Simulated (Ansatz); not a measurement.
# PbSe (Clausthalite, Fm-3m): lattice thermal conductivity, part 2 of 2

Wanted: κ(T), lifetimes and mean free paths for PbSe (Clausthalite).

Experimental results on record:
- thermal conductivity 2 W/m/K near room temperature (given in “Combining the AFLOW GIBBS and Elastic Libraries to efficiently and robustly screen thermo-mechanical properties of solids”, 2017, arXiv:1611.05714)
- thermal conductivity 2 W/m/K near room temperature (given in “Predicting the lattice thermal conductivity of solids by solving the Boltzmann transport equation: AFLOW - AAPL an automated, accurate and efficient framework”, 2017, arXiv:1611.05481)

Ansatz 0.2.0; DFT LDA, scalar-relativistic, plane waves, PAW.

So far. Step 2 (Probe on a coarse mesh): The start is under -2.2 GPa at this level and looks like an insulator or semiconductor on this mesh. Step 4 (Relaxing to small residual forces and stress): The residual pressure is -1.2e-4 GPa, small enough for phonons.

## Step 5: A faulty attempt

This input was changed on purpose, to see how the program answers.

input.yaml reads:

```yaml
crystal:
  lattice:
    - [0.0, 3.0210229857, 3.0210229857]
    - [3.0210229857, 0.0, 3.0210229857]
    - [3.0210229857, 3.0210229857, 0.0]
  atoms:
    - { symbol: Pb, position: [0.0, 0.0, 0.0] }
    - { symbol: Se, position: [0.5, 0.5, 0.5] }
kpoints:
  mp_grid: { grid: [10, 10, 10] }
hamiltonian:
  xc: lda
scf:
  occupations: { method: gaussian, width: 0.01 }
  max_iter: 50
output:
  eigenvalues: true
phonons:
  supercell: [2, 2, 2]
  dielectric: false
  third_order: { supercell: [2, 2, 2], pair_cutoff: 3.171 }
  lattice_thermal_conductivity:
    qmesh: [9, 10, 11]
    temperatures: [300]
    isotope_mass_variance:
      - { species: Pb, variance: 1.944e-05 }
      - { species: Se, variance: 0.0004628 }
```

The run is started by

```
> ansatz run input.yaml --threads 16 --pin off --max-ram 30720MiB --backend cpu --events-out ev --progress --plain --runs-dir out
```

Numbers of over 12 decimals in the logs are rounded to 6 here.

The program printed:

```text
Error: invalid value for `phonons.lattice_thermal_conductivity.qmesh`: [9, 10, 11] is not mapped onto itself by every operation of the crystal's point group, which phonons.lattice_thermal_conductivity requires of this mesh (its Boltzmann solve uses the whole point group); the smallest at or above it that is: [11, 11, 11]
```

The job ended after 0.18 s (16 threads of Arm Neoverse N1, shared host; peak memory 0.1 GiB).

The program refused the input before any cycle.

The program's message: “Error: invalid value for `phonons.lattice_thermal_conductivity.qmesh`: [9, 10, 11] is not mapped onto itself by every operation of the crystal's point group, which phonons.lattice_thermal_conductivity …”

The fault put into the input: a q mesh that breaks the point group.

## Step 6: A first try at the third-order batch

This batch did not finish: the script that drives the runs cut it off, as soon as it could not fit the time left for it.

input.yaml, the sections that differ from step 5:

```yaml
kpoints:
  mp_grid: { grid: [12, 12, 12] }
scf:
  occupations: { method: gaussian, width: 0.01 }
phonons:
  method: fd
  qmesh: [6, 6, 6]
  temperatures: { t_max: 1000, t_step: 50 }
  qpath:
    path:
      - [[0.0, 0.0, 0.0], [0.5, 0.0, 0.5], [0.625, 0.25, 0.625]]
      - [[0.375, 0.375, 0.75], [0.0, 0.0, 0.0], [0.5, 0.5, 0.5], [0.5, 0.25, 0.75], [0.5, 0.0, 0.5]]
    npoints: 10
  third_order: { supercell: [3, 3, 3], pair_cutoff: 5.383 }
  lattice_thermal_conductivity:
    qmesh: [17, 17, 17]
    temperatures: [100.0, 150.0, 200.0, 300.0, 400.0, 500.0, 600.0, 800.0]
    isotope_mass_variance:
      - { species: Pb, variance: 1.944e-05 }
      - { species: Se, variance: 0.0004628 }
  dielectric: false
# crystal, hamiltonian, output: as in step 5
```

The program printed:

```text
Warning: phonons.third_order: as it is cut ahead of every solve, the batch solves 74 displaced supercells where 65 would do. It runs under 324 of the 1296 operations that the crystal's space group holds on the batch's supercell: the batch's rule counts something of the run as laid on the whole of a grid (at basis.xc_grid: 1 a core's charge, or its kinetic-energy density under a functional that reads it; or a nonlocal correlation kernel at every level), which only an operation that permutes or reverses the grid's axes can carry. The force constants lose no accuracy. For the smaller batch, where no nonlocal correlation is read, try basis.xc_grid above 1; [rest of the remark cut]
Engine: ansatz 0.2.0, aarch64-unknown-linux-gnu
Pseudopotentials: kind: paw
Pseudopotential: Pb, paw, valence charge 14, recommended cutoff 420 eV (normal), Pb.paw.azcp
Pseudopotential: Se, paw, valence charge 16, recommended cutoff 420 eV (normal), Se.paw.azcp
Functional definition: SPW92
  exchange = slater_x
  correlation = pw_c
Crystal: 12 atoms, lattice volume = 330.859 Å³
Basis set: ecut = 420 eV, 6449 PW (Γ), FFT grids on a1, a1+a2, 2a1+a3
Bands: 114, of which v1, the nominal top of the filled ones, is band 90 counted from 1 (89 counted from 0)
Symmetry: 24 space group operations
k-points: 94 of 288
Non-local potential: Pb, projectors of the file, l = 0: 2, l = 1: 2, l = 2: 2, l = 3: 2
Non-local potential: Se, projectors of the file, l = 0: 2, l = 1: 2, l = 2: 3, l = 3: 1
PAW form: soft (Blöchl's): semilocal exchange-correlation on the pseudo side does not see the compensation charge
PAW frozen core: Pb, regenerated for the run's functional, and the local potential with it (the file was generated under x = pbe(κ = 0.804, μ = 0.219515), c = pbe(β = 0.066725))
PAW frozen core: Se, regenerated for the run's functional, and the local potential with it (the file was generated under x = pbe(κ = 0.804, μ = 0.219515), c = pbe(β = 0.066725))
PAW one-centre angular grid: Pb, 590 points (default); XC on 64 Gauss nodes
PAW one-centre angular grid: Se, 590 points (default); XC on 64 Gauss nodes
Initial density: handed on by an earlier stage of this run
Initial wavefunctions: those handed on with the density
Functional: x = slater, c = lda
SCF iter   1: F=—  HF=-101919.936597 eV  |F-HF|=—  |Δ(HF+E_count)|=         —  Δρ=3.16e-9  dr2=3.60e-14  ethr=1.00e-12  ⟨swp⟩=3.0  Hψ=26776  notcnv=0  defer=17
preconditioner: auto → Resta (q_TF=auto, 2.465 Å⁻¹)  ε∞=3.1  [insulator: Δε(μ)=0.049 eV  Ē_g=15.315 eV  σ=0.010 eV  W_gap=1.00  n_scr=76 (ndim 8)  ℏωp=22.4 eV  f_vac=0.015  D(μ)=0.01/eV (n_scr^D=0)  ε∞_Penn≈3.1]
SCF iter   2: F=-101919.936597 eV  HF=-101919.936597 eV  |F-HF|=1.46e-11  |Δ(HF+E_count)|=    0.00e0  Δρ=2.21e-9  dr2=1.42e-14  ethr=1.00e-12  ⟨swp⟩=3.7  Hψ=23574  notcnv=0
SCF 1 converged in 2 iterations: F = -101919.936597 eV  dr2 = 1.42e-14
[...]
Symmetry: 1 space group operations
k-points: 148 of 288 (time reversal used)
[...]
SCF 2 converged in 8 iterations: F = -101919.936588 eV  dr2 = 4.54e-13
Symmetry: 2 space group operations
k-points: 94 of 288 (time reversal used)
[...]
SCF 3 converged in 8 iterations: F = -101919.936588 eV  dr2 = 4.06e-13
[...]
SCF 4 converged in 7 iterations: F = -101919.936586 eV  dr2 = 4.86e-12
[...]
SCF 5 converged in 3 iterations: F = -101919.936586 eV  dr2 = 3.91e-12
[...]
SCF 6 converged in 7 iterations: F = -101919.936587 eV  dr2 = 4.57e-12
[...]
SCF 7 converged in 3 iterations: F = -101919.936587 eV  dr2 = 4.24e-12
[...]
k-points: 92 of 288
[...]
SCF 8 converged in 2 iterations: F = -101919.936597 eV  dr2 = 9.28e-15
k-points: 92 of 288 (time reversal used)
[...]
k-points: 86 of 288
[...]
k-points: 86 of 288 (time reversal used)
[...]
Symmetry: 48 space group operations
k-points: 74 of 288
[...]
k-points: 62 of 288
[...]
Symmetry: 4 space group operations
k-points: 62 of 288 (time reversal used)
[...]
Symmetry: 96 space group operations
k-points: 44 of 288
[...]
Symmetry: 8 space group operations
k-points: 44 of 288 (time reversal used)
[...]
k-points: 68 of 288 (time reversal used)
[...]
Symmetry: 72 space group operations
k-points: 38 of 288
[...]
Bands: 513, of which v1, the nominal top of the filled ones, is band 405 counted from 1 (404 counted from 0)
Symmetry: 324 space group operations
k-points: 13 of 64
[...]
SCF 56 converged in 9 iterations: F = -458639.714690 eV  dr2 = 7.15e-11
[...]
Symmetry: 6 space group operations
k-points: 13 of 64 (time reversal used)
[...]
SCF 57 converged in 9 iterations: F = -458639.713284 eV  dr2 = 7.42e-11
[...]
k-points: 24 of 64 (time reversal used)
[...]
SCF 58 converged in 9 iterations: F = -458639.710244 eV  dr2 = 3.59e-10
[...]
SCF 59 converged in 8 iterations: F = -458639.713501 eV  dr2 = 2.08e-10
```

Run time: 60 min. Hardware: 16 threads.

The run was cut off at the time limit after its SCF cycle had converged; no result of it is taken.

## Step 7: What came out

```yaml
conductivity: not obtained on sound settings
```

What this shows: No conductivity was obtained: the third-order run did not finish in the time allowed.

[Logs are printed without paths, hosts, clocks, repeated set-up lines and the standing remarks that a program may print on its own settings, such as how far it seeks lower states.]

[Hosts, paths, dates, database ids (printed as entryN), source tags and the programs' standing remarks are cut or masked in the printed files.]

[A step with changed settings may run another functional than the one named; its input shows which.]
